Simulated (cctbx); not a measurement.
**Accept or mend?**

Cell a = 7.5410 Å, b = 7.5410 Å, c = 19.9930 Å, α = 90.00°, β = 90.00°, γ = 120.00°; space group P3_2 (no. 145). The compound is NaP2I5O.

The data are simulated with cctbx, not measured: Mo Kα, λ = 0.71073 Å, to d = 0.84 Å, 80 % of the full sphere, strongest reflection 40000 counts, noise from counting, a 2 % proportional error and a noise floor of 4 counts (s.d.); no absorption, and some extinction, which the refinements don't model.

An anisotropic refinement with weights 1/σ² prints:

```text
Rint 0.019, 2286 unique reflections to 0.84 A
cycle     R1     wR2    GooF  max shift (A)
   1  0.0282  0.0686   2.269   0.02610
   4  0.0196  0.0453   1.497   0.00022
final R1 0.0196 wR2 0.0453 GooF 1.497  parameters 81  data/parameter 28.2
atom        x        y        z      Ueq    occ   su(xyz)  su(Uiso or U11)
I1     0.93630  0.94582  0.42474   0.0106  1.000  0.00009  0.0002
I2     0.36424  0.74668  0.42443   0.0113  1.000  0.00006  0.0003
I3     0.34498  0.98363  0.91949   0.0119  1.000  0.00009  0.0003
I4     0.36225  0.02724  0.25401   0.0162  1.000  0.00009  0.0003
I5     0.60139  0.26521  0.75832   0.0127  1.000  0.00008  0.0002
P1     0.66398  0.97755  0.84058   0.0188  1.000  0.00030  0.0009
P2     0.69068  0.02673  0.33196   0.0146  1.000  0.00028  0.0009
Na1    0.65494  0.00034  0.54241   0.0116  1.000  0.00037  0.0012
O1     0.71140  0.70995  0.92081   0.0244  1.000  0.00096  0.0034
difference map: max 0.46 min -0.68 rms 0.13
Q1    0.1479  0.7562  0.0550    3    0.48  1.60 A from P2
Q2    0.1328  0.3200  0.0955    3    0.40  1.96 A from I2
Q3    0.0063  0.2906  0.1268    3    0.38  2.34 A from I2
Q4    0.2582  0.5519  0.2208    3    0.35  2.08 A from O1
Q5    0.1819  0.4480  0.4847    3    0.34  2.30 A from I3
Q6    0.0571  0.1697  0.5162    3    0.34  2.14 A from I3
```

Q: Accept it or mend it, and why?

Mend it. The fault: dispersion terms of the wrong wavelength (1.54184 Å). Against the right model at the same level, R1 goes from 0.0136 to 0.0196 and GooF from 1.01 to 1.50. f′ and f″ must be those of the data's wavelength; the error mimics a mistyped heavy atom. The signs are weak, and the output alone doesn't single this fault out.

The compound is NaP2I5O. The right model at the same level gives:

```text
Rint 0.019, 2286 unique reflections to 0.84 A
cycle     R1     wR2    GooF  max shift (A)
   1  0.0239  0.0573   1.894   0.01848
   5  0.0136  0.0305   1.009   0.00020
final R1 0.0136 wR2 0.0305 GooF 1.009  parameters 81  data/parameter 28.2
atom        x        y        z      Ueq    occ   su(xyz)  su(Uiso or U11)
I1     0.93631  0.94581  0.42474   0.0096  1.000  0.00006  0.0001
I2     0.36425  0.74666  0.42444   0.0102  1.000  0.00004  0.0002
I3     0.34502  0.98369  0.91949   0.0109  1.000  0.00006  0.0002
I4     0.36222  0.02725  0.25400   0.0151  1.000  0.00006  0.0002
I5     0.60136  0.26521  0.75833   0.0117  1.000  0.00006  0.0001
P1     0.66377  0.97758  0.84059   0.0174  1.000  0.00020  0.0006
P2     0.69090  0.02693  0.33182   0.0132  1.000  0.00019  0.0006
Na1    0.65518  0.00051  0.54229   0.0107  1.000  0.00025  0.0008
O1     0.71177  0.70976  0.92122   0.0241  1.000  0.00068  0.0023
Flack x: -0.01(3)
Hooft y: 0.024(25)  Bijvoet pairs: 1135
difference map: max 0.43 min -0.72 rms 0.13
Q1    0.1480  0.7551  0.0540    3    0.44  1.59 A from P2
Q2    0.0057  0.2844  0.1277    3    0.37  2.34 A from P1
Q3    0.2620  0.5486  0.2199    3    0.36  2.05 A from P1
Q4    0.1354  0.3326  0.0957    3    0.34  1.87 A from I2
Q5    0.5906  0.1965  0.5666    3    0.33  1.84 A from Na1
Q6    0.4523  0.2624  0.5531    3    0.32  1.85 A from O1
```

Isotropic U is held between 0.0001 and 1 Å² by the program, and listed peak heights are interpolated, so they can pass the grid's maximum.

The model was made for the exercise: a known structure type with other elements put in, its volume estimated, not relaxed; displacement parameters are assumed.

[Middle refinement cycles are left out of these outputs.]

[Logs are printed without paths, hosts, clocks, repeated set-up lines and the standing remarks that a program may print on its own settings, such as how far it seeks lower states.]
